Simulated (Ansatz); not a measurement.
# Selenium (P3_121, 3 atoms a cell): bands and screening cutoff converge together

Can the band sum of G0W0 be converged at a fixed screening cutoff? A test on Selenium (P3_121, 3 atoms a cell).

Method: G0W0 on PBE, plane waves, PAW; PAW set soft_1, in Ansatz 0.2.0.

### Step 1. Set-up

It takes space group P3_121 (No. 152, trigonal). Conventional cell: a = 4.366 Å, b = 4.366 Å, c = 4.954 Å, α = 90.00°, β = 90.00°, γ = 120.00°. Nearest to Se lie 2 Se at 2.37 Å.

The cell and positions come from the Crystallography Open Database and are kept as given unless a step says otherwise.

### Step 2. 65 empty bands, screening to 50 eV

G0W0 replaces the xc potential by the self-energy, built once from these orbitals. Only a window of levels is corrected, while the sums run over the empty bands that the input names. This step takes PAW set soft_1 files.

input.yaml

```yaml
crystal:
  lattice:
    - [4.3662, 0.0, 0.0]
    - [-2.1831, 3.781240118, 0.0]
    - [0.0, 0.0, 4.9536]
  atoms:
    - { symbol: Se, position: [0.2254, 0.0, 0.3333333333] }
    - { symbol: Se, position: [0.0, 0.2254, 0.6666666667] }
    - { symbol: Se, position: [0.7746, 0.7746, 0.0] }
kpoints:
  mp_grid: { grid: [6, 6, 4] }
hamiltonian:
  xc: pbe
  pseudopotentials: { kind: paw, azcp: { folder: soft_1 } }
scf:
  occupations: { method: fixed }
gw:
  n_empty_bands: 65
  ecut_chi: 50
  qp_bands: [v2, c2]
  qp_kpoints: band_edges
  screening: { model: contour_deformation }
```

On the command line:

```bash
$ ansatz run input.yaml --threads 2 --pin off --max-ram 92160MiB --backend cuda --events-out ev --progress --plain --runs-dir out --devices 1 --max-vram 13GiB
```

Numbers of over 12 decimals in the logs are rounded to 6 here.

Log:

```text
GPUs: using 1 of 1 available (devices: 1).
Engine: ansatz 0.2.0, x86_64-unknown-linux-gnu
Pseudopotentials: kind: paw
Pseudopotential: Se, paw, valence charge 16, recommended cutoff 420 eV (normal), soft_1/Se.paw.azcp
Functional definition: PBE
  parameter kappa = 0.804
  parameter beta = 0.066725
  exchange = pbe_x(kappa = kappa, mu = beta*pi^2/3)
  correlation = pbe_c(beta = beta)
device memory: the entry about to start is reckoned to put 0.9 GiB on a device that reports 57.3 GiB free (of which the cap on the GPU budget leaves the run 13.0 GiB)
GPU FFT provider: cuFFT
GPU libraries: cuBLAS 13.8.2, cuFFT 12.4.0, cuSOLVER 12.3.4
Crystal: 3 atoms, lattice volume = 81.782 Å³
Basis set: ecut = 420 eV, 1583 PW (Γ)
Bands: 29, of which v1, the nominal top of the filled ones, is band 24 counted from 1 (23 counted from 0)
Symmetry: 6 space group operations
Space group: P3121 (ITA 152), of the structure as read, at distance tolerance 4.3e-5 Å
k-points: 24 of 144 (time reversal used)
Non-local potential: Se, projectors of the file, l = 0: 2, l = 1: 2, l = 2: 3, l = 3: 1
PAW form: soft (Blöchl's): semilocal exchange-correlation on the pseudo side does not see the compensation charge
PAW one-centre angular grid: Se, 590 points (default); XC on 64 Gauss nodes
Initial density: superposition of atomic densities (chi_scale 0.1, normalization cell)
Initial wavefunctions: pseudopotential atomic-orbital guess
GPU buffer pool allocated for 32400 grid points (all kernels)
GPU transforms: local potential and band sums: pruned to the plane-wave sphere, on 30×30×36
Functional: x = pbe(κ = 0.804, μ = 0.219515), c = pbe(β = 0.066725)
SCF iter   1: F=—  HF=-16407.299670 eV  |F-HF|=—  |Δ(HF+E_count)|=         —  Δρ=2.78e-2  dr2=3.89e-1  ethr=3.10e-3  ⟨swp⟩=4.7  Hψ=2552  notcnv=0  defer=56
preconditioner: auto → Resta (q_TF=auto, 2.496 Å⁻¹)  ε∞=3.8  [insulator: Δε(μ)=1.127 eV  Ē_g=10.457 eV  n_scr=20 (ndim 8)  ℏωp=17.4 eV  f_vac=0.063  ε∞_Penn≈3.8]
SCF iter   2: F=—  HF=-16407.242376 eV  |F-HF|=—  |Δ(HF+E_count)|=   5.73e-2  Δρ=1.54e-2  dr2=1.23e-1  ethr=8.11e-4  ⟨swp⟩=2.0  Hψ=939  notcnv=0  defer=67
SCF iter   3: F=—  HF=-16407.226581 eV  |F-HF|=—  |Δ(HF+E_count)|=   1.58e-2  Δρ=1.57e-3  dr2=1.72e-3  ethr=2.56e-4  ⟨swp⟩=2.4  Hψ=878  notcnv=0  defer=69
SCF iter   4: F=—  HF=-16407.227419 eV  |F-HF|=—  |Δ(HF+E_count)|=   8.38e-4  Δρ=6.17e-4  dr2=2.29e-4  ethr=3.58e-6  ⟨swp⟩=2.0  Hψ=1297  notcnv=0  defer=71
SCF iter   5: F=—  HF=-16407.227546 eV  |F-HF|=—  |Δ(HF+E_count)|=   1.27e-4  Δρ=2.01e-4  dr2=3.77e-5  ethr=4.77e-7  ⟨swp⟩=2.0  Hψ=1297  notcnv=0  defer=71
SCF iter   6: F=—  HF=-16407.227618 eV  |F-HF|=—  |Δ(HF+E_count)|=   7.28e-5  Δρ=5.28e-5  dr2=2.41e-6  ethr=7.86e-8  ⟨swp⟩=2.0  Hψ=888  notcnv=0  defer=46
SCF iter   7: F=-16407.227624 eV  HF=-16407.227624 eV  |F-HF|=1.06e-7  |Δ(HF+E_count)|=   5.52e-6  Δρ=1.06e-5  dr2=6.76e-8  ethr=2.08e-10  ⟨swp⟩=7.1  Hψ=3165  notcnv=0
SCF 1 converged in 7 iterations: F = -16407.227624 eV  dr2 = 6.76e-8
[...]
device memory: the entry about to start is reckoned to put 1.0 GiB (of the 1.1 GiB reckoned in all, the device holds 0.1 GiB already) on a device that reports 56.1 GiB free (of which the cap on the GPU budget leaves the run 12.9 GiB)
NSCF: frozen V_eff on 24 k-points, pencils in batches of 32, up to order 116
[...]
device memory: the entry about to start is reckoned to put 2.4 GiB on a device that reports 54.3 GiB free (of which the cap on the GPU budget leaves the run 13.0 GiB)
NSCF: frozen V_eff on 24 k-points, pencils in batches of 32, up to order 376
G₀W₀ screening: q 1/24
[... further progress lines ...]
SCF converged after 7 iterations
Free energy (F): -16407.227624 eV
Harris-Foulkes:  -16407.227624 eV  (|F-HF|=1.06e-7)
Internal energy: -16407.227624 eV  (E = F + TS)
E sigma→0 (E₀):  -16407.227624 eV
Fermi energy:    6.527454 eV
--- Per-component energies (eV) ---
  E_band       = -1244.097099
  E_kinetic    = 329.277930
  E_local      = -8421.310229  (includes V_loc(G=0)·N_el)
  E_nonlocal   = -1060.724501
  E_hartree    = 4372.041885
  E_xc         = -253.943232
  E_vxc        = -269.212467  (∫ρ·V_xc dr)
  E_paw        = -6390.993711  (= ΣΔE_a)
  E_vpaw       = -566.212201  (= ΣTr[D̂ρ^β])
  E_aug_tail   = -0.001113  (compensation charges beyond the density's cutoff)
  E_ewald      = -4981.574654
  E_smearing   = -0.000000  (= −TS)
  E_closure    = 0.000000  (closes the sum)
  Σ components = -16407.227624   (vs F -16407.227624, Δ=0.00e0)
--- Band table (eV; the first three rows and the last of 24) ---
  k-point 0: bands = [... 20 lower, 2.7575, 4.4707, 4.4707, 6.1043, 8.4024, 8.4024, 8.6787, 12.6864, ... 1 higher]
  k-point 1: bands = [... 20 lower, 3.0174, 4.5681, 4.9450, 5.6795, 7.9720, 8.0427, 8.2135, 13.2633, ... 1 higher]
  k-point 2: bands = [... 20 lower, 3.1291, 4.9683, 4.9683, 5.3905, 7.7285, 7.7285, 7.7960, 12.7991, ... 1 higher]
  k-point 23: bands = [... 20 lower, 1.5638, 5.5293, 6.2984, 6.2984, 7.5497, 9.2295, 9.2295, 13.1808, ... 1 higher]
--- G₀W₀: contour deformation, 7 samples at zero and on the imaginary axis and 1 off it, 144 q-points, 65 empty bands' worth ---
  eigenvalues of the whole cell's RPA ε∞ on this k-mesh (on a slab, of 1 + 4πα/V) = 9.2205, 9.2205, 14.2025; static W/v taken at q = 0 is 0.089484
  bands read: the sum over 89 bands ends inside a degenerate multiplet in 2 slots, whose members it reads at an even weight; the widest, k=0: bands 89 to 90 (counted from 1) at 1/2 each
  gw.qp_kpoints: band_edges: 12 of 24 stored k-points solved, in 1 pass; an edge of the gap read off the rows below is read off those points alone
    valence top: of the k-points left out ik 18 came nearest to being solved in a further pass, in band 24 (counted from 1, as in the quasiparticle table): it holds the edge there only if its correction is more favourable than any solved in that band by at least 0.526 eV; those differ by 0.171 eV
    conduction bottom: of the k-points left out ik 4 came nearest to being solved in a further pass, in band 25 (counted from 1, as in the quasiparticle table): it holds the edge there only if its correction is more favourable than any solved in that band by at least 0.383 eV; those differ by 0.182 eV
    ik  band        ε_KS         Σx   Σc(E_QP)       V_xc       Z   E_QP_lin       E_QP  E_QP is
     0    23      4.4707   -17.1437     3.0475   -13.9114  0.6865     4.2842     4.2860  root
     0    24      6.1043   -17.6169     2.5081   -15.0073  0.7281     6.0025     6.0028  root
     0    25      8.4024   -10.7755    -3.6180   -15.0568  0.7326     9.0808     9.0658  root
     0    26      8.4024   -10.7755    -3.6180   -15.0568  0.7326     9.0808     9.0658  root
     1    23      4.9450   -17.3243     2.8631   -14.2959  0.7063     4.7787     4.7797  root
     1    24      5.6795   -17.3244     2.5707   -14.6267  0.7207     5.5520     5.5524  root
     1    25      7.9720    -9.9361    -3.3844   -13.8659  0.7503     8.5247     8.5173  root
     1    26      8.0427   -10.6982    -3.3844   -14.6945  0.7380     8.6655     8.6546  root
     2    23      4.9683   -16.8296     2.7360   -13.9286  0.7009     4.8024     4.8034  root
     2    24      5.3905   -17.5456     2.7173   -14.6975  0.7180     5.2591     5.2596  root
     2    25      7.7285    -9.6169    -3.2581   -13.3561  0.7556     8.2148     8.2096  root
     2    26      7.7285    -9.6169    -3.2581   -13.3561  0.7556     8.2148     8.2096  root
     3    23      4.8564   -17.5028     2.6368   -14.7496  0.7104     4.7394     4.7399  root
     3    24      5.9037   -17.4471     2.4856   -14.8532  0.7254     5.7951     5.7954  root
[...]
19    26      9.1100   -10.7392    -3.6141   -14.9656  0.7225     9.7386     9.7223  root
    23    23      6.2984   -17.4559     1.8909   -15.5637  0.7397     6.2972     6.2972  root
    23    24      6.2984   -17.4559     1.8909   -15.5637  0.7397     6.2972     6.2972  root
    23    25      7.5497   -11.3279    -3.0974   -15.0623  0.7496     8.1960     8.1866  root
    23    26      9.2295   -10.7515    -3.7448   -15.1531  0.7174     9.9062     9.8862  root
```

It took 16 s on 1 × NVIDIA H100 80GB HBM3 (shared by 6 runs) with 2 threads of AMD EPYC 7R13 (Zen 3), shared host; peak memory 1.1 GiB.

In the SCF lines HF is the Harris–Foulkes energy and dr2 the Hartree energy of the density residual, in eV; the loop may stop once dr2 is under the threshold and the program's other checks hold. Hψ counts applications of the Hamiltonian.

Numbers from this step:

| Property | Result |
| --- | --- |
| bands summed | 89 |
| RPA ε∞ on this mesh (eigenvalues) | 9.220, 9.220, 14.20 |
| plane waves in the screening matrix | 71 |
| q-points in the mesh | 144 |
| G0W0 gap on the mesh | 1.619 eV |
| k of the valence top | 0, -0.5, -0.5 |
| k of the conduction bottom | 0.3333, 0.3333, -0.5 |
| starting gap on the mesh | 1.022 eV |
| Z at the valence top | 0.7449 |
| Z at the conduction bottom | 0.7496 |
| least direct G0W0 gap on the computed points | 1.889 eV |

The gap on the mesh goes from 1.02 eV to 1.62 eV, a correction of +0.60 eV. Between the two edge states, bare exchange in place of the xc potential would open the gap by 5.37 eV, and correlation takes back 4.78 eV.

### Step 3. 341 empty bands, screening to 50 eV

input.yaml, as its differences from that of step 2:

```diff
@@ -17,3 +17,3 @@
 gw:
-  n_empty_bands: 65
+  n_empty_bands: 341
   ecut_chi: 50
```

Log:

```text
GPUs: using 1 of 1 available (devices: 1).
[...]
GPU FFT provider: cuFFT
GPU libraries: cuBLAS 13.8.2, cuFFT 12.4.0, cuSOLVER 12.3.4
Crystal: 3 atoms, lattice volume = 81.782 Å³
Basis set: ecut = 420 eV, 1583 PW (Γ)
Bands: 29, of which v1, the nominal top of the filled ones, is band 24 counted from 1 (23 counted from 0)
Symmetry: 6 space group operations
[...]
k-points: 24 of 144 (time reversal used)
[...]
1    26      8.0427   -10.6982    -3.5973   -14.6945  0.7381     8.4459     8.4417  root
[...]
23    23      6.2984   -17.4559     1.6930   -15.5637  0.7401     6.0984     6.0992  root
    23    24      6.2984   -17.4559     1.6930   -15.5637  0.7401     6.0984     6.0992  root
    23    25      7.5497   -11.3279    -3.3160   -15.0623  0.7498     7.9718     7.9681  root
    23    26      9.2295   -10.7515    -3.9608   -15.1531  0.7176     9.6784     9.6702  root
[key lines of the parts left out:]
SCF converged after 7 iterations
Free energy (F): -16407.227624 eV
Fermi energy:    6.527454 eV
```

Elapsed: 56 s, on 1 × NVIDIA H100 80GB HBM3 (shared by 6 runs) with 2 threads; peak memory 1.5 GiB.

This step gave:

```
bands summed                                 : 365
RPA ε∞ on this mesh (eigenvalues)            : 9.230, 9.230, 14.21
plane waves in the screening matrix          : 71
G0W0 gap on the mesh                         : 1.604 eV
k of the valence top                         : 0, -0.5, -0.5
k of the conduction bottom                   : 0.3333, 0.3333, -0.5
starting gap on the mesh                     : 1.022 eV
least direct G0W0 gap on the computed points : 1.869 eV
```

Against the run with 6×6×4 mesh, 65 empty bands, screening to 50 eV, PAW set soft_1 files, the gap moves by −0.016 eV.

### Step 4. 185 empty bands, screening to 100 eV

Another rung: the empty bands reach about as high as the screening cutoff, so the two stay in balance.

input.yaml, as its differences from that of step 3:

```diff
@@ -17,4 +17,4 @@
 gw:
-  n_empty_bands: 341
-  ecut_chi: 50
+  n_empty_bands: 185
+  ecut_chi: 100
   qp_bands: [v2, c2]
```

Log:

```text
GPUs: using 1 of 1 available (devices: 1).
[...]
GPU FFT provider: cuFFT
GPU libraries: cuBLAS 13.8.2, cuFFT 12.4.0, cuSOLVER 12.3.4
Crystal: 3 atoms, lattice volume = 81.782 Å³
Basis set: ecut = 420 eV, 1583 PW (Γ)
Bands: 29, of which v1, the nominal top of the filled ones, is band 24 counted from 1 (23 counted from 0)
Symmetry: 6 space group operations
[...]
k-points: 24 of 144 (time reversal used)
[...]
1    26      8.0427   -10.6982    -3.7108   -14.6945  0.7323     8.3303     8.3282  root
[...]
23    23      6.2984   -17.4559     1.4832   -15.5637  0.7336     5.8856     5.8895  root
    23    24      6.2984   -17.4559     1.4832   -15.5637  0.7336     5.8856     5.8895  root
    23    25      7.5497   -11.3279    -3.4304   -15.0623  0.7435     7.8556     7.8537  root
    23    26      9.2295   -10.7515    -4.0778   -15.1531  0.7119     9.5576     9.5532  root
[key lines of the parts left out:]
SCF converged after 7 iterations
Free energy (F): -16407.227624 eV
Fermi energy:    6.527454 eV
```

Run time: 33 s. Hardware: 1 × NVIDIA H100 80GB HBM3 (shared by 6 runs) with 2 threads; peak memory 1.3 GiB.

The G0W0 gap on the mesh is 1.703 eV.

### Step 5. 964 empty bands, screening to 100 eV

input.yaml, as its differences from that of step 4:

```diff
@@ -17,3 +17,3 @@
 gw:
-  n_empty_bands: 185
+  n_empty_bands: 964
   ecut_chi: 100
```

Log:

```text
GPUs: using 1 of 1 available (devices: 1).
[...]
GPU FFT provider: cuFFT
GPU libraries: cuBLAS 13.8.2, cuFFT 12.4.0, cuSOLVER 12.3.4
Crystal: 3 atoms, lattice volume = 81.782 Å³
Basis set: ecut = 420 eV, 1583 PW (Γ)
Bands: 29, of which v1, the nominal top of the filled ones, is band 24 counted from 1 (23 counted from 0)
Symmetry: 6 space group operations
[...]
k-points: 24 of 144 (time reversal used)
[...]
1    26      8.0427   -10.6982    -3.8275   -14.6945  0.7328     8.2122     8.2115  root
[...]
23    23      6.2984   -17.4559     1.3695   -15.5637  0.7341     5.7691     5.7758  root
    23    24      6.2984   -17.4559     1.3695   -15.5637  0.7341     5.7691     5.7758  root
    23    25      7.5497   -11.3279    -3.5564   -15.0623  0.7441     7.7282     7.7276  root
    23    26      9.2295   -10.7515    -4.1968   -15.1531  0.7124     9.4359     9.4342  root
[key lines of the parts left out:]
SCF converged after 7 iterations
Free energy (F): -16407.227624 eV
Fermi energy:    6.527454 eV
```

It took 2.6 min on 1 × NVIDIA H100 80GB HBM3 (shared by 6 runs) with 2 threads; peak memory 2.9 GiB; 4.4 min of CPU time.

The G0W0 gap on the mesh is 1.694 eV.

### Step 6. 65 empty bands, screening to 150 eV

input.yaml, as its differences from that of step 5:

```diff
@@ -17,4 +17,4 @@
 gw:
-  n_empty_bands: 964
-  ecut_chi: 100
+  n_empty_bands: 65
+  ecut_chi: 150
   qp_bands: [v2, c2]
```

Log:

```text
GPUs: using 1 of 1 available (devices: 1).
[...]
GPU FFT provider: cuFFT
GPU libraries: cuBLAS 13.8.2, cuFFT 12.4.0, cuSOLVER 12.3.4
Crystal: 3 atoms, lattice volume = 81.782 Å³
Basis set: ecut = 420 eV, 1583 PW (Γ)
Bands: 29, of which v1, the nominal top of the filled ones, is band 24 counted from 1 (23 counted from 0)
Symmetry: 6 space group operations
[...]
k-points: 24 of 144 (time reversal used)
[...]
1    26      8.0427   -10.6982    -3.4004   -14.6945  0.7326     8.6489     8.6385  root
[...]
23    23      6.2984   -17.4559     1.7879   -15.5637  0.7338     6.1939     6.1941  root
    23    24      6.2984   -17.4559     1.7879   -15.5637  0.7338     6.1939     6.1941  root
    23    25      7.5497   -11.3279    -3.1101   -15.0623  0.7438     8.1829     8.1739  root
    23    26      9.2295   -10.7515    -3.7671   -15.1531  0.7121     9.8828     9.8639  root
[key lines of the parts left out:]
SCF converged after 7 iterations
Free energy (F): -16407.227624 eV
Fermi energy:    6.527454 eV
```

Wall time 31 s (1 × NVIDIA H100 80GB HBM3 (shared by 6 runs) with 2 threads); peak memory 1.5 GiB; 43 s of CPU time.

The G0W0 gap on the mesh is 1.713 eV.

### Step 7. 341 empty bands, screening to 150 eV

input.yaml, as its differences from that of step 6:

```diff
@@ -17,3 +17,3 @@
 gw:
-  n_empty_bands: 65
+  n_empty_bands: 341
   ecut_chi: 150
```

Log:

```text
GPUs: using 1 of 1 available (devices: 1).
[...]
GPU FFT provider: cuFFT
GPU libraries: cuBLAS 13.8.2, cuFFT 12.4.0, cuSOLVER 12.3.4
Crystal: 3 atoms, lattice volume = 81.782 Å³
Basis set: ecut = 420 eV, 1583 PW (Γ)
Bands: 29, of which v1, the nominal top of the filled ones, is band 24 counted from 1 (23 counted from 0)
Symmetry: 6 space group operations
[...]
k-points: 24 of 144 (time reversal used)
[...]
1    26      8.0427   -10.6982    -3.8619   -14.6945  0.7316     8.1776     8.1771  root
[...]
23    23      6.2984   -17.4559     1.3133   -15.5637  0.7328     5.7112     5.7196  root
    23    24      6.2984   -17.4559     1.3133   -15.5637  0.7328     5.7112     5.7196  root
    23    25      7.5497   -11.3279    -3.5924   -15.0623  0.7430     7.6921     7.6917  root
    23    26      9.2295   -10.7515    -4.2309   -15.1531  0.7112     9.4013     9.4001  root
[key lines of the parts left out:]
SCF converged after 7 iterations
Free energy (F): -16407.227624 eV
Fermi energy:    6.527454 eV
```

Wall time 59 s (1 × NVIDIA H100 80GB HBM3 (shared by 6 runs) with 2 threads); peak memory 1.8 GiB; 89 s of CPU time.

The G0W0 gap on the mesh is 1.715 eV.

(Continued in part 2 of 2.)

[Paths, hosts, dates, memory and timing lines, banners, echoed tables and standing remarks are left out of the program output.]

[Logs are printed without paths, hosts, clocks, repeated set-up lines and the standing remarks that a program may print on its own settings, such as how far it seeks lower states.]

[Runs of the session that timed out or met a known fault of the program may be left out.]

[Cells called generated may have been cut or substituted from an entry of the Crystallography Open Database or the Materials Project.]

[Hosts, paths, dates, database ids (printed as entryN), source tags and the programs' standing remarks are cut or masked in the printed files.]
